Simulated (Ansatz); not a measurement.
**ScInS3 in Amm2, a phase reached by a soft mode: following an unstable mode**

Aim: this structure of ScInS3 in Amm2, a phase reached by a soft mode is to be tested for unstable modes, and one is followed downhill.

Calculated with Ansatz 0.2.0; DFT PBEsol, scalar-relativistic, plane waves, PAW; PAW set soft_1.

The structure was built from a prototype and need not be the compound's stable phase.

In doubt: the program warns that the response may not be converged on this k-mesh (step 2), which bears on the force constants and all frequencies.

### Step 1. Starting point

The structure is orthorhombic, space group Amm2 (No. 38). Conventional cell: a = 3.802 Å, b = 7.213 Å, c = 11.407 Å, α = 90.00°, β = 90.00°, γ = 90.00°. Sc has 5 S at 2.48 to 2.52 Å nearest. Nearest to In lie 4 S at 2.44 Å. Nearest to S lie 1 In at 2.44 Å and 2 Sc at 2.52 Å. S has 2 In at 2.44 Å and 1 Sc at 2.48 Å nearest. Farther neighbours and most contacts between anions are not listed.

### Step 2. Linear response at the zone centre

This phase was reached earlier by freezing in an unstable mode of a structure of higher symmetry and relaxing. Its zone-centre modes can show that it is still unstable.

input.yaml reads:

```yaml
crystal:
  lattice:
    - [3.8020296096, 0.0, 0.0]
    - [0.0, 3.6064232419, 5.703594951]
    - [0.0, -3.6064232419, 5.703594951]
  atoms:
    - { symbol: Sc, position: [0.0, 0.8131798505, 0.8131798505] }
    - { symbol: In, position: [0.5, 0.4622434458, 0.4622434458] }
    - { symbol: S, position: [0.5, 0.611232649, 0.0634278108] }
    - { symbol: S, position: [0.5, 0.0634278108, 0.611232649] }
    - { symbol: S, position: [0.0, 0.595709127, 0.595709127] }
kpoints:
  mp_grid: { grid: [6, 4, 4] }
hamiltonian:
  xc: pbesol
  pseudopotentials: { kind: paw, azcp: { folder: soft_1 }, xc_functional: pbe }
scf:
  occupations: { method: fixed }
output:
  eigenvalues: true
phonons:
  method: dfpt
  dielectric: true
  rigid_motions: translations
```

The run is started by

```
ansatz run input.yaml --threads 4 --pin off --max-ram 16384MiB --backend cpu --events-out ev --progress --plain --runs-dir out
```

Numbers of over 12 decimals in the logs are rounded to 6 here.

What it wrote:

```text
Engine: ansatz 0.2.0, aarch64-unknown-linux-gnu
Pseudopotentials: kind: paw
Pseudopotential: Sc, paw, valence charge 11, recommended cutoff 420 eV (normal), soft_1/Sc.paw.azcp
Pseudopotential: In, paw, valence charge 13, recommended cutoff 420 eV (normal), soft_1/In.paw.azcp
Pseudopotential: S, paw, valence charge 6, recommended cutoff 420 eV (normal), soft_1/S.paw.azcp
Functional definition: PBEsol
  exchange = pbesol_x
  correlation = pbesol_c
Crystal: 5 atoms, lattice volume = 156.412 Å³
Basis set: ecut = 420 eV, 3027 PW (Γ), exchange–correlation on 54×96×96 points (8 copies of the dense FFT grid, shifted against one another)
Bands: 26, of which v1, the nominal top of the filled ones, is band 21 counted from 1 (20 counted from 0)
Symmetry: 4 space group operations
k-points: 52 of 96 (irreducible under 1 space group operation, time reversal used)
Non-local potential: Sc, projectors of the file, l = 0: 3, l = 1: 2, l = 2: 3, l = 3: 1
Non-local potential: In, projectors of the file, l = 0: 2, l = 1: 2, l = 2: 2, l = 3: 1
Non-local potential: S, projectors of the file, l = 0: 2, l = 1: 2, l = 2: 1
PAW form: soft (Blöchl's): semilocal exchange-correlation on the pseudo side does not see the compensation charge
PAW frozen core: Sc, regenerated for the run's functional, and the local potential with it (the file was generated under x = pbe(κ = 0.804, μ = 0.219515), c = pbe(β = 0.066725))
PAW frozen core: In, regenerated for the run's functional, and the local potential with it (the file was generated under x = pbe(κ = 0.804, μ = 0.219515), c = pbe(β = 0.066725))
PAW frozen core: S, regenerated for the run's functional, and the local potential with it (the file was generated under x = pbe(κ = 0.804, μ = 0.219515), c = pbe(β = 0.066725))
PAW one-centre angular grid: Sc, 590 points (default); XC on 64 Gauss nodes
PAW one-centre angular grid: In, 590 points (default); XC on 64 Gauss nodes
PAW one-centre angular grid: S, 110 points (default); XC on 64 Gauss nodes
Initial density: superposition of atomic densities (chi_scale 0.1, normalization cell, long waves kept (reshape's long-wave potential 0.02 eV rms))
Initial wavefunctions: pseudopotential atomic-orbital guess
Functional: x = pbesol(κ = 0.804, μ = 0.123457), c = pbesol(β = 0.046)
SCF iter   1: F=—  HF=-10297.877039 eV  |F-HF|=—  |Δ(HF+E_count)|=         —  Δρ=3.38e-2  dr2=4.56e0  ethr=3.10e-3  ⟨swp⟩=5.0  Hψ=5838  notcnv=0  defer=105
preconditioner: auto → Resta (q_TF=auto, 2.191 Å⁻¹)  ε∞=4.4  [insulator: Δε(μ)=0.835 eV  Ē_g=9.388 eV  n_scr=30 (ndim 8)  ℏωp=17.3 eV  f_vac=0.174  ε∞_Penn≈4.4]
SCF iter   2: F=—  HF=-10297.047157 eV  |F-HF|=—  |Δ(HF+E_count)|=   8.30e-1  Δρ=1.79e-2  dr2=6.79e-1  ethr=3.10e-3  ⟨swp⟩=3.0  Hψ=3340  notcnv=0  defer=79
SCF iter   3: F=—  HF=-10296.924147 eV  |F-HF|=—  |Δ(HF+E_count)|=   1.23e-1  Δρ=8.46e-3  dr2=1.65e-1  ethr=1.62e-3  ⟨swp⟩=2.5  Hψ=1939  notcnv=0  defer=110
SCF iter   4: F=—  HF=-10296.906765 eV  |F-HF|=—  |Δ(HF+E_count)|=   1.74e-2  Δρ=2.16e-3  dr2=1.91e-2  ethr=3.93e-4  ⟨swp⟩=2.0  Hψ=1721  notcnv=0  defer=155
SCF iter   5: F=—  HF=-10296.914546 eV  |F-HF|=—  |Δ(HF+E_count)|=   7.78e-3  Δρ=7.48e-4  dr2=3.09e-3  ethr=4.54e-5  ⟨swp⟩=2.1  Hψ=2029  notcnv=0  defer=156
SCF iter   6: F=—  HF=-10296.918858 eV  |F-HF|=—  |Δ(HF+E_count)|=   4.31e-3  Δρ=3.93e-4  dr2=4.93e-4  ethr=7.37e-6  ⟨swp⟩=2.5  Hψ=2321  notcnv=0  defer=156
SCF iter   7: F=—  HF=-10296.919813 eV  |F-HF|=—  |Δ(HF+E_count)|=   9.55e-4  Δρ=1.36e-4  dr2=5.85e-5  ethr=1.17e-6  ⟨swp⟩=2.0  Hψ=2319  notcnv=0  defer=144
SCF iter   8: F=—  HF=-10296.920039 eV  |F-HF|=—  |Δ(HF+E_count)|=   2.26e-4  Δρ=3.84e-5  dr2=4.11e-6  ethr=1.39e-7  ⟨swp⟩=3.0  Hψ=2583  notcnv=0  defer=130
SCF iter   9: F=—  HF=-10296.920052 eV  |F-HF|=—  |Δ(HF+E_count)|=   1.23e-5  Δρ=1.32e-5  dr2=4.58e-7  ethr=9.80e-9  ⟨swp⟩=2.3  Hψ=2189  notcnv=0  defer=68
SCF iter  10: F=—  HF=-10296.920053 eV  |F-HF|=—  |Δ(HF+E_count)|=   1.18e-6  Δρ=5.36e-6  dr2=7.23e-8  ethr=1.09e-9  ⟨swp⟩=2.0  Hψ=2151  notcnv=0  defer=77
SCF iter  11: F=—  HF=-10296.920053 eV  |F-HF|=—  |Δ(HF+E_count)|=   1.23e-7  Δρ=1.28e-6  dr2=4.69e-9  ethr=1.72e-10  ⟨swp⟩=2.0  Hψ=1943  notcnv=0  defer=81
SCF iter  12: F=—  HF=-10296.920053 eV  |F-HF|=—  |Δ(HF+E_count)|=   1.42e-8  Δρ=7.13e-7  dr2=1.31e-9  ethr=1.12e-11  ⟨swp⟩=2.0  Hψ=2340  notcnv=0  defer=81
SCF iter  13: F=—  HF=-10296.920053 eV  |F-HF|=—  |Δ(HF+E_count)|=  4.95e-10  Δρ=2.89e-7  dr2=2.46e-10  ethr=3.13e-12  ⟨swp⟩=2.0  Hψ=2337  notcnv=0  defer=81
SCF iter  14: F=-10296.920053 eV  HF=-10296.920053 eV  |F-HF|=3.82e-11  |Δ(HF+E_count)|=  3.00e-10  Δρ=8.59e-8  dr2=1.64e-11  ethr=1.00e-12  ⟨swp⟩=15.7  Hψ=9683  notcnv=0
SCF 1 converged in 14 iterations: F = -10296.920053 eV  dr2 = 1.64e-11
  greatest PAW one-centre occupation: 0.998 electrons in one spin orbital (limit 2), on the Sc atom at site 0 (counted from 0), in its partial waves of l = 0
NSCF: frozen V_eff on 2 k-points
DFPT response loops at Γ: preconditioner auto → none (the input reference at scf.mixing.eps_inf says where Resta's filter doesn't serve); β = 0.50; Broyden in place of MSR1
── the response to a field inside a basis, on 12×8×8 k-points: an SCF that follows is theirs, and a resumed run solves both again ──
Bands: 22, of which v1, the nominal top of the filled ones, is band 21 counted from 1 (20 counted from 0)
k-points: 120 of 768 (time reversal used)
Initial density: handed on by an earlier stage of this run
Initial wavefunctions: pseudopotential atomic-orbital guess (no wavefunctions were taken with the density)
Eigensolver: Dense (120 Hₖ)
SCF iter   1: F=—  HF=-10296.907047 eV  |F-HF|=—  |Δ(HF+E_count)|=         —  Δρ=1.17e-4  dr2=1.01e-5  ethr=1.00e-1
preconditioner: auto → Resta (q_TF=auto, 2.191 Å⁻¹)  ε∞=4.4  [insulator: Δε(μ)=1.463 eV  Ē_g=9.403 eV  n_scr=30 (ndim 8)  ℏωp=17.3 eV  f_vac=0.225  ε∞_Penn≈4.4]
SCF iter   2: F=—  HF=-10296.907050 eV  |F-HF|=—  |Δ(HF+E_count)|=   3.67e-6  Δρ=6.28e-5  dr2=2.06e-6  ethr=2.42e-8
SCF iter   3: F=—  HF=-10296.907052 eV  |F-HF|=—  |Δ(HF+E_count)|=   1.85e-6  Δρ=1.93e-5  dr2=5.72e-7  ethr=4.90e-9
SCF iter   4: F=-10296.907052 eV  HF=-10296.907052 eV  |F-HF|=1.45e-8  |Δ(HF+E_count)|=   8.23e-8  Δρ=3.15e-6  dr2=1.97e-8  ethr=1.36e-9
SCF 1 converged in 4 iterations: F = -10296.907052 eV  dr2 = 1.97e-8
DFPT response loops at Γ: mixed as the last ones told, above
WARN: field response: ε∞ stands inside a basis, on 12×8×8 points; the force constants stand on the 6×4×4 k-mesh, whose period is 10.77 times the interband length at k = (0.0000, 0.0000, 0.0000), direct gap 1.401 eV, under 14: take them and everything formed from them as unconverged, and compare with a denser kpoints.mp_grid
SCF converged after 14 iterations
Free energy (F): -10296.920053 eV
Harris-Foulkes:  -10296.920053 eV  (|F-HF|=3.82e-11)
Internal energy: -10296.920053 eV  (E = F + TS)
E sigma→0 (E₀):  -10296.920053 eV
Fermi energy:    2.778692 eV
--- Per-component energies (eV) ---
  E_band       = -391.064027
  E_kinetic    = 743.389217
  E_local      = -3800.514134  (includes V_loc(G=0)·N_el)
  E_nonlocal   = 574.713725
  E_hartree    = 1506.468927
  E_xc         = -490.218496
  E_vxc        = -441.662054  (∫ρ·V_xc dr)
  E_paw        = -6882.738658  (= ΣΔE_a)
  E_vpaw       = -479.928810  (= ΣTr[D̂ρ^β])
  E_aug_tail   = 0.000187  (compensation charges beyond the density's cutoff)
  E_ewald      = -1948.571598
  E_core_change = 0.550777  (= ΣΔE_core)
  E_smearing   = -0.000000  (= −TS)
  E_closure    = 0.000000  (closes the sum)
  Σ components = -10296.920053   (vs F -10296.920053, Δ=0.00e0)
--- Band table (eV; the first three rows and the last of 52) ---
  k-point 0: bands = [... 17 lower, 1.7370, 2.3827, 2.4427, 2.7787, 4.1797, 5.6114, 5.7121, 5.9636, ... 1 higher]
  k-point 1: bands = [... 17 lower, 1.5055, 1.8015, 2.3523, 2.5824, 4.8064, 5.5983, 5.6838, 6.0877, ... 1 higher]
  k-point 2: bands = [... 17 lower, 1.4971, 1.5161, 2.3166, 2.4291, 5.2356, 5.4844, 5.6514, 6.2556, ... 1 higher]
  k-point 51: bands = [... 17 lower, 0.8559, 1.7802, 2.0336, 2.6617, 4.3815, 5.4603, 5.9781, 6.2325, ... 1 higher]
--- Phonons (Γ-DFPT): 12 representative perturbations + reference, on 52 of 96 k-points (Σ response iterations 39) ---
  k mesh reduced under 1 symmetry operation, with k and −k counted as one. Each operation leaves every solved perturbation unchanged. A smaller set is not considered because the run solves the response to a homogeneous field
  ASR residual: 4.856e-5 → 0.000e0 eV/Å²; symmetrization residual: 8.872e-6 eV/Å²
  ASR residual per site (eV/Å²): 3.57e-5 4.86e-5 9.36e-6 9.36e-6 3.04e-5
  Γ frequencies (cm⁻¹): -69.95 0.00 0.00 0.00 56.65 67.26 134.99 199.07 211.09 246.07 265.55 313.39 333.48 340.38 382.65
  ε∞ (high-frequency dielectric tensor):
        5.602111    -0.000000     0.000000
       -0.000000     6.090060     0.000000
        0.000000     0.000000     4.677745
  softest optical mode at Γ: -69.95 cm⁻¹; the repairs (sum rule, projections) moved no ω² at Γ by more than (1.18 cm⁻¹)²
  Born effective charges Z* (e; rows j = field, columns β = displacement):
    site 0:
         4.82668   -0.00000   -0.00000
        -0.00000    3.46604    0.00000
         0.00000   -0.00000    2.65024
    site 1:
         2.79578   -0.00000    0.00000
        -0.00000    3.89613    0.00000
         0.00000   -0.00000    2.90792
    site 2:
        -2.72263    0.00000   -0.00000
         0.00000   -3.30901    1.22952
        -0.00000    1.07171   -1.07055
    site 3:
        -2.72263    0.00000    0.00000
         0.00000   -3.30901   -1.22952
         0.00000   -1.07171   -1.07055
    site 4:
        -2.17719    0.00000   -0.00000
         0.00000   -0.74415    0.00000
        -0.00000    0.00000   -3.41705
  Z* charge neutrality: 1.132e-2 e pre-enforcement
  solved inside a basis spanned on kpoints, on 12×8×8 k-points, its susceptibility summed on 14×10×10: ε∞ is read to err by 3.1e-2, Z* by 4.3e-2 e (field_mesh: kpoints solves on kpoints); Z* is corrected for what the basis lacks
  optical modes at Γ without the LO–TO term, one row a degenerate level:
      ω (cm⁻¹)  modes    IR ((D/Å)²/amu)
        -69.95      1             0.0952
         56.65      1             1.7545
         67.26      1             0.1427
        134.99      1             0.6701
        199.07      1             0.0000
        211.09      1             0.1018
        246.07      1             0.6514
        265.55      1            23.0396
        313.39      1             4.4236
        333.48      1            25.0472
        340.38      1            16.2243
        382.65      1             0.0123
  optical modes at Γ + LO–TO along q̂ = [1.0000, 0.0000, 0.0000]:
      ω (cm⁻¹)  modes    IR ((D/Å)²/amu)
        -69.95      1             0.0952
         56.65      1             1.7545
         68.56      1             0.0368
        134.99      1             0.6701
        199.07      1             0.0000
        211.09      1             0.1018
        246.07      1             0.6514
        302.81      1             1.0851
        333.48      1            25.0472
        340.38      1            16.2243
[...]
optical modes at Γ + LO–TO along q̂ = [0.0000, 1.0000, 0.0000]:
      ω (cm⁻¹)  modes    IR ((D/Å)²/amu)
[...]
optical modes at Γ + LO–TO along q̂ = [0.0000, 0.0000, 1.0000]:
      ω (cm⁻¹)  modes    IR ((D/Å)²/amu)
        -69.95      1             0.0952
         56.65      1             1.7545
         67.26      1             0.1427
        139.72      1             0.2952
        199.07      1             0.0000
        211.53      1             0.0401
        246.07      1             0.6514
        265.55      1            23.0396
        313.39      1             4.4236
        333.48      1            25.0472
        382.56      1             0.0377
        404.99      1            16.6355
```

Elapsed: 2.3 min, on 4 threads of Arm Neoverse V2, shared host; peak memory 1.4 GiB; 8.7 min of CPU time.

This step gave:

- gap on the k-mesh: 1.401 eV
- volume per atom: 31.28 Å³
- sum-rule residual before enforcement: 4.86e-5 eV/Å²
- miss of the charge sum rule: 0.01132 e
- estimated error of the dielectric tensor: 0.03069
- estimated error of the Born charges: 0.04297 e
- point group: mm2
- highest optical mode at the zone centre (no LO-TO term): 382.6 cm⁻¹
- lowest optical zone-centre mode: -69.95 cm⁻¹
- mean high-frequency dielectric constant: 5.457
- largest Born charge (third of the trace): 3.648 e
- top of the zone-centre spectrum with the field: 411.7 cm⁻¹

Patterns of degenerate modes are one choice out of their space. Modes at Γ, with each element's share of the kinetic energy (negative means imaginary):

| mode | frequency (cm⁻¹) | symmetry | Sc % | In % | S % |
| --- | --- | --- | --- | --- | --- |
| 1 | -70.0 | B2 | 4 | 0 | 96 |
| 2 | 0.0 | acoustic | 18 | 45 | 38 |
| 3 | 0.0 | acoustic | 18 | 45 | 38 |
| 4 | 0.0 | acoustic | 18 | 45 | 38 |
| 5 | 56.6 | B2 | 0 | 23 | 77 |
| 6 | 67.3 | B1 | 26 | 38 | 36 |
| 7 | 135.0 | A1 | 7 | 10 | 83 |
| 8 | 199.1 | A2 | 0 | 0 | 100 |
| 9 | 211.1 | A1 | 61 | 35 | 4 |
| 10 | 246.1 | B2 | 44 | 31 | 25 |
| 11 | 265.6 | B1 | 56 | 0 | 44 |
| 12 | 313.4 | B1 | 0 | 18 | 82 |
| 13 | 333.5 | B2 | 34 | 2 | 64 |
| 14 | 340.4 | A1 | 13 | 9 | 78 |
| 15 | 382.6 | A1 | 1 | 1 | 98 |

Displacements in mode 1 (-70.0 cm⁻¹), the largest set to 1:
```
Sc1  0.00 -0.25  0.00
In2  0.00  0.03  0.00
S3   0.00 -0.38 -0.63
S4   0.00 -0.38  0.63
S5   0.00  1.00  0.00
```

Displacements in mode 8 (199.1 cm⁻¹), the largest set to 1:
```
Sc1  0.00  0.00  0.00
In2  0.00  0.00  0.00
S3   1.00  0.00  0.00
S4  -1.00  0.00  0.00
S5   0.00  0.00  0.00
```

Before it was imposed, the acoustic sum rule was missed by 4.9e-5 eV/Å² and the charge sum rule by 0.011 e. Small misses are needed for a sound result but don't prove that mesh and cutoff are converged. The lowest optical mode is imaginary, 70.0i cm⁻¹, so the energy falls along it.

The log warns of the k mesh: “the force constants stand on the 6×4×4 k-mesh, whose period is 10.77 times the interband length at k = (0.0000, 0.0000, 0.0000), direct gap 1.401 eV, under 14: take them and everything formed from them as unconverged”.

### Step 3. The mode frozen in, largest atomic shift 0 Å

The mode followed lies at Γ with frequency 69.9i cm⁻¹, the softest among the wavevectors solved. At small amplitude the distorted cell has space group no. 6 by a symmetry search on the positions. The undistorted cell that holds it gives the zero of energy on the same k mesh.

Edit input.yaml of step 2 so:

```diff
@@ -17,8 +17,6 @@
 scf:
-  occupations: { method: fixed }
+  occupations: { method: gaussian, width: 0.02 }
 output:
+  forces: true
+  stress: true
   eigenvalues: true
-phonons:
-  method: dfpt
-  dielectric: true
-  rigid_motions: translations
```

What it wrote:

```text
[...]
Crystal: 5 atoms, lattice volume = 156.412 Å³
Basis set: ecut = 420 eV, 3027 PW (Γ), exchange–correlation on 54×96×96 points (8 copies of the dense FFT grid, shifted against one another)
Bands: 26, of which v1, the nominal top of the filled ones, is band 21 counted from 1 (20 counted from 0)
Symmetry: 4 space group operations
[...]
k-points: 28 of 96 (time reversal used)
[...]
P = ⅓ Tr σ = -0.0012 GPa (-0.012 kbar)
--- Band table (eV; the first three rows and the last of 28) ---
  k-point 0: bands = [... 17 lower, 1.7370, 2.3827, 2.4428, 2.7786, 4.1797, 5.6114, 5.7121, 5.9636]
  k-point 1: bands = [... 17 lower, 1.5055, 1.8015, 2.3523, 2.5823, 4.8064, 5.5984, 5.6838, 6.0878]
  k-point 2: bands = [... 17 lower, 1.4971, 1.5160, 2.3166, 2.4291, 5.2357, 5.4844, 5.6514, 6.2556]
  k-point 27: bands = [... 17 lower, 0.8560, 1.7802, 2.0335, 2.6617, 4.3815, 5.4603, 5.9781, 6.2326]
[key lines of the parts left out:]
SCF converged after 10 iterations
Free energy (F): -10296.920053 eV
Fermi energy:    3.479168 eV
```

The job ended after 3.2 s (4 threads; peak memory 0.44 GiB; 12 s of CPU time).

This step gave:

```yaml
pressure: -0.001235 GPa
energy_from_the_undistorted_cell: 0 meV/atom
```

At this level the gap is 1.40 eV on the k-mesh of the self-consistent run, which can miss the band edges.

### Step 4. The mode frozen in, largest atomic shift 0.45 Å

The atoms are moved along the unstable eigenvector, the largest shift by 0.45 Å, with the cell fixed.

input.yaml, the sections that differ from step 3:

```yaml
crystal:
  lattice:
    - [3.8020296096, 0.0, 0.0]
    - [0.0, 3.6064232419, 5.703594951]
    - [0.0, -3.6064232419, 5.703594951]
  atoms:
    - { symbol: Sc, position: [0.0, 0.7974552217, 0.8289044793] }
    - { symbol: In, position: [0.5, 0.4642184999, 0.4602683917] }
    - { symbol: S, position: [0.5, 0.5625347226, 0.0621421745] }
    - { symbol: S, position: [0.5, 0.0647134471, 0.6599305753] }
    - { symbol: S, position: [0.0, 0.658097811, 0.533320443] }
# kpoints, hamiltonian, scf, output: as in step 3
```

What it wrote:

```text
[...]
Crystal: 5 atoms, lattice volume = 156.412 Å³
Basis set: ecut = 420 eV, 3027 PW (Γ), exchange–correlation on 54×96×96 points (8 copies of the dense FFT grid, shifted against one another)
Bands: 26, of which v1, the nominal top of the filled ones, is band 21 counted from 1 (20 counted from 0)
Symmetry: 2 space group operations
[...]
k-points: 40 of 96 (time reversal used)
[...]
P = ⅓ Tr σ = -1.5988 GPa (-15.988 kbar)
--- Band table (eV; the first three rows and the last of 40) ---
  k-point 0: bands = [... 17 lower, 1.8368, 2.2792, 2.3874, 2.4224, 4.3964, 5.5142, 5.6851, 5.9206]
  k-point 1: bands = [... 17 lower, 1.5524, 1.8286, 2.3838, 2.3989, 4.7894, 5.5270, 5.6841, 6.0236]
  k-point 2: bands = [... 17 lower, 1.5802, 1.6873, 2.3359, 2.3980, 5.0961, 5.4151, 5.6795, 6.1317]
  k-point 39: bands = [... 17 lower, 0.9119, 1.8006, 1.9528, 2.4969, 4.5634, 5.3873, 5.9692, 6.3103]
[key lines of the parts left out:]
SCF converged after 10 iterations
Free energy (F): -10296.995711 eV
Fermi energy:    3.427535 eV
```

Run time: 4.5 s. Hardware: 4 threads; peak memory 0.46 GiB.

This step gave:

| Quantity | Value |
| --- | --- |
| pressure | -1.599 GPa |
| gap on the k-mesh | 1.746 eV |
| energy from the undistorted cell | -15.13 meV/atom |

The energy, extrapolated to zero smearing, is -15.13 meV/atom against the undistorted cell.

The run ends at a pressure of -1.60 GPa, with forces up to 0.25 eV/Å.

### Step 5. Energy along the mode, all amplitudes (two of the runs are shown above)

An imaginary frequency means negative curvature, so the energy should fall and then rise again as anharmonic terms take over.

Numbers from this step:

| Item | Value |
| --- | --- |
| depth at the lowest point sampled | 15.13 meV/atom |
| largest atomic shift at that point | 0.45 Å |

Energy from the parent against largest atomic shift:

| largest atomic shift (Å) | energy from the parent (meV/atom) |
| --- | --- |
| 0.000 | 0 |
| 0.040 | -0.201 |
| 0.080 | -0.795 |
| 0.140 | -2.36 |
| 0.220 | -5.45 |
| 0.320 | -10.1 |
| 0.450 | -15.1 |
| 0.600 | -14.9 |

Displacement at unit largest shift by atom:

| atom | x (Å) | y (Å) | z (Å) | size |
| --- | --- | --- | --- | --- |
| Sc1 | 0.00 | -0.25 | 0.00 | 0.25 |
| In2 | 0.00 | 0.03 | 0.00 | 0.03 |
| S3 | 0.00 | -0.38 | -0.63 | 0.74 |
| S4 | 0.00 | -0.38 | 0.63 | 0.74 |
| S5 | 0.00 | 1.00 | 0.00 | 1.00 |

The lowest of the steps tried is at 0.45 Å, 15.1 meV/atom below the parent; the bottom of the well need not coincide with a step.

(Continued in part 2 of 3.)

[Logs are printed without paths, hosts, clocks, repeated set-up lines and the standing remarks that a program may print on its own settings, such as how far it seeks lower states.]

[Hosts, paths, dates, database ids (printed as entryN), source tags and the programs' standing remarks are cut or masked in the printed files.]
